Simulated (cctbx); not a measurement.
**Diagnosing a refinement**

Cell a = 15.1840 Å, b = 15.1840 Å, c = 3.7420 Å, α = 90.00°, β = 90.00°, γ = 120.00°; space group P6_3/m (no. 176). The compound is PrCo5Si3.

The data are simulated with cctbx, not measured: Mo Kα, λ = 0.71073 Å, to d = 0.7 Å, 95 % of the full sphere, strongest reflection 40000 counts, noise from counting, a 1.5 % proportional error and a noise floor of 4 counts (s.d.); no absorption.

An anisotropic refinement with weights 1/σ² prints:

```text
Rint 0.034, 870 unique reflections to 0.70 A
cycle     R1     wR2    GooF  max shift (A)
   1  0.0211  0.0419   2.008   0.00042
   2  0.0127  0.0240   1.151   0.00000
final R1 0.0127 wR2 0.0240 GooF 1.151  parameters 54  data/parameter 16.1
atom        x        y        z      Ueq    occ   su(xyz)  su(Uiso or U11)
Pr1    0.89930  0.29470  0.75000   0.0092  1.000  0.00001  0.0001
Co1    0.77856  0.04485  0.75000   0.0107  1.000  0.00004  0.0002
Co2    0.65332  0.23002  0.75000   0.0097  1.000  0.00003  0.0002
Co3    0.97079  0.10647  0.75000   0.0112  1.000  0.00004  0.0002
Co4    0.46677  0.54110  0.75000   0.0122  1.000  0.00004  0.0002
Co5    0.14671  0.41233  0.75000   0.0097  1.000  0.00004  0.0002
Si1    0.63251  0.06083  0.75000   0.0141  1.000  0.00008  0.0004
Si2    0.13283  0.24862  0.75000   0.0122  1.000  0.00007  0.0004
Si3    0.31456  0.55627  0.75000   0.0160  1.000  0.00008  0.0004
difference map: max 0.65 min -0.75 rms 0.17
Q1    0.0758  0.5620  0.7500    6    0.66  0.43 A from Co4
Q2    0.3137  0.6247  0.5962   12    0.63  1.19 A from Si3
Q3    0.1354  0.5573  0.7500    6    0.63  0.81 A from Co4
Q4    0.0000  0.0000  0.2500    2    0.62  1.88 A from Co3
Q5    0.2829  0.5631  0.7500    6    0.57  0.54 A from Si3
Q6    0.0561  0.5372  0.2500    6    0.56  1.69 A from Si1
```

**Question.** Can this result stand? If not, what is the likely fault?

Mend it. The fault: anomalous dispersion left out. Against the right model at the same level, R1 goes from 0.0111 to 0.0127 and GooF from 1.00 to 1.15. No atom is wrong: without f′ and f″ the atoms near an edge get the wrong scattering power, which U and the scale absorb. The signs are weak, and the output alone doesn't single this fault out.

The compound is PrCo5Si3. The right model at the same level gives:

```text
Rint 0.034, 870 unique reflections to 0.70 A
cycle     R1     wR2    GooF  max shift (A)
   1  0.0113  0.0211   1.012   0.00021
   2  0.0111  0.0209   1.000   0.00000
final R1 0.0111 wR2 0.0209 GooF 1.000  parameters 54  data/parameter 16.1
atom        x        y        z      Ueq    occ   su(xyz)  su(Uiso or U11)
Pr1    0.89930  0.29469  0.75000   0.0087  1.000  0.00001  0.0001
Co1    0.77856  0.04485  0.75000   0.0120  1.000  0.00003  0.0002
Co2    0.65333  0.23002  0.75000   0.0109  1.000  0.00003  0.0002
Co3    0.97079  0.10649  0.75000   0.0126  1.000  0.00003  0.0002
Co4    0.46677  0.54111  0.75000   0.0135  1.000  0.00003  0.0002
Co5    0.14671  0.41232  0.75000   0.0110  1.000  0.00003  0.0002
Si1    0.63250  0.06083  0.75000   0.0145  1.000  0.00007  0.0004
Si2    0.13284  0.24864  0.75000   0.0126  1.000  0.00006  0.0003
Si3    0.31454  0.55625  0.75000   0.0164  1.000  0.00007  0.0004
difference map: max 0.68 min -0.77 rms 0.16
Q1    0.0000  0.0000  0.2500    2    0.68  1.88 A from Co3
Q2    0.3143  0.6247  0.5947   12    0.68  1.19 A from Si3
Q3    0.1360  0.5606  0.7500    6    0.60  0.81 A from Co4
Q4    0.0555  0.5362  0.2500    6    0.58  1.68 A from Si1
Q5    0.1707  0.6617  0.2500    6    0.55  1.51 A from Pr1
Q6    0.0261  0.5554  0.0431   12    0.53  1.45 A from Co4
```

The model was made for the exercise: a known structure type with other elements put in, its volume estimated, not relaxed; displacement parameters are assumed.

[Middle refinement cycles are left out of these outputs.]

[Logs are printed without paths, hosts, clocks, repeated set-up lines and the standing remarks that a program may print on its own settings, such as how far it seeks lower states.]
